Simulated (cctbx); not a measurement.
# Interatomic vectors of Na2Li3MnCu4S10

Space group P-1 (no. 2), a = 3.7420 Å, b = 8.2970 Å, c = 12.2410 Å, α = 78.24°, β = 88.31°, γ = 77.30°, content Cu4 Mn1 S10 Na2 Li3.

The data are simulated with cctbx, not measured: Mo Kα, λ = 0.71073 Å, to d = 0.77 Å, 95 % of the full sphere, strongest reflection 70000 counts, noise from counting, a 3 % proportional error and a noise floor of 2 counts (s.d.); no absorption, some extinction.

Patterson synthesis, origin scaled to 1000:

```text
Patterson group P -1
      u       v       w   height  length (A)
  0.000   0.000   0.000   1000.0     0.00
  0.401   0.200   0.200    897.1     3.73
  0.202   0.600   0.599    884.6     6.40
  0.247   0.486   0.253    671.3     5.80
  0.152   0.712   0.947    666.2     2.54
  0.450   0.085   0.853    665.3     2.53
  0.050   0.886   0.654    664.8     4.51
  0.350   0.314   0.545    660.7     5.89
  0.500   0.000   0.500    409.3     6.45
  0.098   0.799   0.300    403.9     3.71
  0.300   0.398   0.900    388.4     3.68
  0.168   0.223   0.947    -22.6     2.06
  0.044   0.373   0.654    -22.9     4.73
  0.240   0.977   0.251    -23.4     3.19
```

Q: Assign the vectors.

A peak at u stands for all pairs with xi − xj = u, with weight Σ ZiZj against Σ Z² = 6818 at the origin. Peak heights follow these weights only roughly, since form factors, motion and series ripples differ, all vectors within 0.55 Å of a peak are counted as merged into it though the farther ones add only part of their weight, and F(000) is left out, which lowers the whole map:

| u | v | w | shortest length (Å) | height | 1000 ΣZiZj/ΣZ² | pairs in the cell |
| --- | --- | --- | --- | --- | --- | --- |
| 0.401 | 0.200 | 0.200 | 3.67 | 897 | 988 | 10 × S–S, 3 × Cu–Cu, 2 × Cu–Mn, 1 × Na–Na, 2 × Na–Li, 2 × Li–Li |
| 0.202 | 0.600 | 0.599 | 6.40 | 885 | 979 | 10 × S–S, 3 × Cu–Cu, 2 × Cu–Mn, 4 × Na–Li, 1 × Li–Li |
| 0.247 | 0.486 | 0.253 | 4.66 | 671 | 807 | 8 × Cu–S, 2 × Mn–S, 4 × S–Na, 6 × S–Li |
| 0.152 | 0.712 | 0.947 | 2.54 | 666 | 807 | 8 × Cu–S, 2 × Mn–S, 4 × S–Na, 6 × S–Li |
| 0.450 | 0.085 | 0.853 | 2.53 | 665 | 807 | 8 × Cu–S, 2 × Mn–S, 4 × S–Na, 6 × S–Li |
| 0.050 | 0.886 | 0.654 | 4.51 | 665 | 807 | 8 × Cu–S, 2 × Mn–S, 4 × S–Na, 6 × S–Li |
| 0.350 | 0.314 | 0.545 | 5.89 | 661 | 807 | 8 × Cu–S, 2 × Mn–S, 4 × S–Na, 6 × S–Li |
| 0.500 | 0.000 | 0.500 | 6.35 | 409 | 636 | 10 × S–S, 4 × Cu–Na, 4 × Cu–Li, 2 × Mn–Li |
| 0.098 | 0.799 | 0.300 | 3.70 | 404 | 636 | 10 × S–S, 4 × Cu–Na, 4 × Cu–Li, 2 × Mn–Li |
| 0.300 | 0.398 | 0.900 | 3.68 | 388 | 626 | 10 × S–S, 2 × Cu–Na, 2 × Mn–Na, 6 × Cu–Li |

The table stops at ten peaks or at a height of 45, below which ripples compete. In the model behind the data Cu, the heaviest element, has 2 independent sites: (0.8055, 0.4002, 0.9012) and (0.3968, 0.2007, 0.6999), up to an allowed shift of origin; the Cu–Cu vectors are differences of these positions and their symmetry mates. Elements of similar Z can't be told apart from the map alone. The whole model:

```csv
atom,mult.,x,y,z,Ueq (Å²)
Cu1,2,0.8055,0.4002,0.9012,0.0328
Cu2,2,0.3968,0.2007,0.6999,0.0325
Mn1,1,0,0,1/2,0.0401
S1,2,0.9238,0.1247,0.8517,0.0266
S2,2,0.7792,0.5027,0.2398,0.0467
S3,2,0.8577,0.2766,0.5530,0.0236
S4,2,0.5405,0.9169,0.6345,0.0144
S5,2,0.3802,0.3184,0.0525,0.0227
Na1,2,0.6801,0.6001,0.5964,0.0255
Li1,2,0.0887,0.7936,0.8016,0.0355
Li2,1,1/2,0,0,0.0861
```

The model was made for the exercise: a known structure type with other elements put in, its volume estimated, not relaxed; displacement parameters are assumed.

[Logs are printed without paths, hosts, clocks, repeated set-up lines and the standing remarks that a program may print on its own settings, such as how far it seeks lower states.]
